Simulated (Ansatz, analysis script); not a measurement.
## Energy of spin spirals in a free-standing square Rh monolayer, spacing 2.74 Å

Aim: the energy of a free-standing square Rh monolayer, spacing 2.74 Å as its moments wind into spirals of wavevector q.

Method: PBE, PAW set soft_1, in Ansatz 0.2.0.

Most raw output is cut from this account.

## 1. The structure

The cell holds 1 atom: 1 Rh. Its edges and angles: a = 2.740 Å, b = 2.740 Å, c = 14.000 Å, α = 90.0°, β = 90.0°, γ = 90.0°. An idealised lattice of chosen spacing, in vacuum. Vacuum lies along c.

## 2. Two spin channels first

First a free collinear run, to see which state the typed moments lead to.

Contents of input.yaml:

```yaml
crystal:
  lattice:
    - [2.74, 0.0, 0.0]
    - [0.0, 2.74, 0.0]
    - [0.0, 0.0, 14.0]
  atoms:
    - { symbol: Rh, position: [0.0, 0.0, 0.5], spin: 1.0 }
magnetization:
  spin_polarized: true
kpoints:
  mp_grid: { grid: [8, 8, 1] }
hamiltonian:
  xc: pbe
  pseudopotentials: { kind: paw, azcp: { folder: soft_1 } }
scf:
  occupations: { method: fermi_dirac, width: 0.1 }
  max_iter: 120
  convergence: { dr2_threshold: 1.0e-08 }
  lower_state_search: "off"
```

Command:

```sh
ansatz run input.yaml --threads 4 --pin off --max-ram 8192MiB --backend cpu --events-out ev --progress --plain --runs-dir out
```

Wall time 0.75 s (4 threads of Intel Xeon Platinum 8488C (Sapphire Rapids), shared host); peak memory 0.33 GiB.

Spin moment in the atom's sphere by atom:

```
atom  spin moment in the atom's sphere (μB)
 Rh1                                   1.32
```

The run ends ferromagnetic, with a net moment of 1.4 μB a cell. With one Rh atom carrying the moment, parallel order of its images is forced by the cell, not found.

## 3. The same state on a denser mesh

Levels at the Fermi energy are partly filled, so moments and energy differences can hang on the k-mesh, and the state is solved again on a denser one.

input.yaml, the sections that differ from step 2:

```yaml
crystal:
  lattice:
    - [2.74, 0.0, 0.0]
    - [0.0, 2.74, 0.0]
    - [0.0, 0.0, 14.0]
  atoms:
    - { symbol: Rh, position: [0.0, 0.0, 0.5], spin: 1.32 }
kpoints:
  mp_grid: { grid: [20, 20, 1] }
basis:
  ecutwfc: 420.0
checkpoint:
  read: start
  write: ck
  compress: false
  write_wavefunctions: false
  write_every: 100000
# magnetization, hamiltonian, scf: as in step 2
```

Wall time 1.4 s (4 threads); peak memory 0.46 GiB.

Spin moment in the atom's sphere by atom:

```
atom  spin moment in the atom's sphere (μB)
 Rh1                                   1.34
```

The run ends ferromagnetic, with a net moment of 1.44 μB a cell, against 1.4 μB on the first mesh.

Each spiral starts from these moments, tilted 90° from the rotation axis z (a flat spiral); sizes are free, while the program holds flat spirals in their plane. Spin–orbit coupling is switched off, so the energy does not depend on how the axis lies in the crystal. The folder named start holds the saved collinear state, from which each run begins.

## 4. q = (0, 0, 0)

The reference is the same input at q = 0, so that basis and exchange-correlation form match those at other q. Every q is chosen so that q/2 is a mesh vector: every spiral then samples the k-points of q = 0, and much mesh noise cancels.

input.yaml, the sections that differ from step 3:

```yaml
crystal:
  lattice:
    - [2.74, 0.0, 0.0]
    - [0.0, 2.74, 0.0]
    - [0.0, 0.0, 14.0]
  atoms:
    - { symbol: Rh, position: [0.0, 0.0, 0.5], spin: 1.34, spin_axis: [1.0, 0.0, 0.0] }
magnetization:
  noncollinear: true
  spin_spiral: { q: [0.0, 0.0, 0.0] }
checkpoint:
  read: start
# kpoints, hamiltonian, scf, basis: as in step 3
```

Command:

```sh
ansatz run input.yaml --threads 1 --pin off --max-ram 2048MiB --backend cpu --events-out ev --progress --plain --runs-dir out
```

Run time: 13 s. Hardware: 1 thread; peak memory 0.61 GiB.

The largest moment is 1.34 μB, against 1.34 μB in the collinear run.

## 5. q = (0, 0.2, 0)

Only q changes. The cell stays that of the crystal, since the generalised Bloch theorem carries the rotation from cell to cell.

Changes to input.yaml since step 4:

```diff
@@ -21,3 +21,3 @@
   noncollinear: true
-  spin_spiral: { q: [0.0, 0.0, 0.0] }
+  spin_spiral: { q: [0.0, 0.2, 0.0] }
 checkpoint:
```

It took 47 s on 1 thread; peak memory 0.86 GiB.

The energy of the cell lies 30.9 meV above that at q = 0, and the largest moment is 1.19 μB against 1.34 μB.

## 6. q = (0, 0.5, 0)

Changes to input.yaml since step 5:

```diff
@@ -21,3 +21,3 @@
   noncollinear: true
-  spin_spiral: { q: [0.0, 0.2, 0.0] }
+  spin_spiral: { q: [0.0, 0.5, 0.0] }
 checkpoint:
```

Elapsed: 49 s, on 1 thread; peak memory 0.88 GiB.

The energy of the cell lies 64.3 meV above that at q = 0, and the largest moment is 0.846 μB against 1.34 μB.

## 7. q = (0.2, 0.5, 0)

Changes to input.yaml since step 6:

```diff
@@ -21,3 +21,3 @@
   noncollinear: true
-  spin_spiral: { q: [0.0, 0.5, 0.0] }
+  spin_spiral: { q: [0.2, 0.5, 0.0] }
 checkpoint:
```

It took 90 s on 1 thread; peak memory 1.2 GiB.

The energy of the cell lies 79.0 meV above that at q = 0, and the largest moment is 0.523 μB against 1.34 μB.

## 8. q = (0.5, 0.5, 0)

Changes to input.yaml since step 7:

```diff
@@ -21,3 +21,3 @@
   noncollinear: true
-  spin_spiral: { q: [0.2, 0.5, 0.0] }
+  spin_spiral: { q: [0.5, 0.5, 0.0] }
 checkpoint:
```

Wall time 56 s (1 thread); peak memory 0.85 GiB.

The energy of the cell lies 83.6 meV above that at q = 0, and the largest moment is 0 μB against 1.34 μB.

The other 2 runs of this kind were made alike; their results stand in the table below.

## 9. E(q)

```
q (reciprocal lattice)  path length (1/Å)  E(q) − E(0) (meV a magnetic atom)  |m| Rh no. 1 (μB)
             (0, 0, 0)              0.000                               0.00               1.34
           (0, 0.2, 0)              0.459                              30.91               1.19
           (0, 0.5, 0)              1.147                              64.30               0.85
         (0.2, 0.5, 0)              1.605                              78.96               0.52
         (0.5, 0.5, 0)              2.293                              83.64               0.00
         (0.3, 0.3, 0)              2.942                              83.49               0.24
         (0.2, 0.2, 0)              3.266                              51.83               0.98
             (0, 0, 0)              3.915                               0.00               1.34
```

## 10. What came out

```json
{
 "lowest point of the path": "q = 0",
 "highest point": "83.6 meV a magnetic atom"
}
```

What this shows: No spiral that was run lies below the ferromagnetic state at q = 0, and winding the moments costs up to 83.6 meV a magnetic atom. Where the moments vanish, the energy is that of the state without moments, not of a spiral. The moments change by at most 100 % from their size at q = 0, so they are itinerant and a model of rigid spins is rough. No spin model is given, since the moments change too much along the path. The 7 spiral runs took 6.1 min of wall time, added up. Energies are free energies at a smearing of 0.1 eV, and with partly filled levels differences shift, at times strongly, as the smearing goes to zero. The cell was taken as built, with atoms unrelaxed. In doubt: the program's search for lower states was switched off, so a lower magnetic state than those reached may exist.

[Logs and program files are shortened in this print: banners, set-up blocks, solver, clock and traceback lines can be left out without a mark of their own.]

[Logs are printed without paths, hosts, clocks, repeated set-up lines and the standing remarks that a program may print on its own settings, such as how far it seeks lower states.]

[Hosts, paths, dates, database ids (printed as entryN), source tags and the programs' standing remarks are cut or masked in the printed files.]
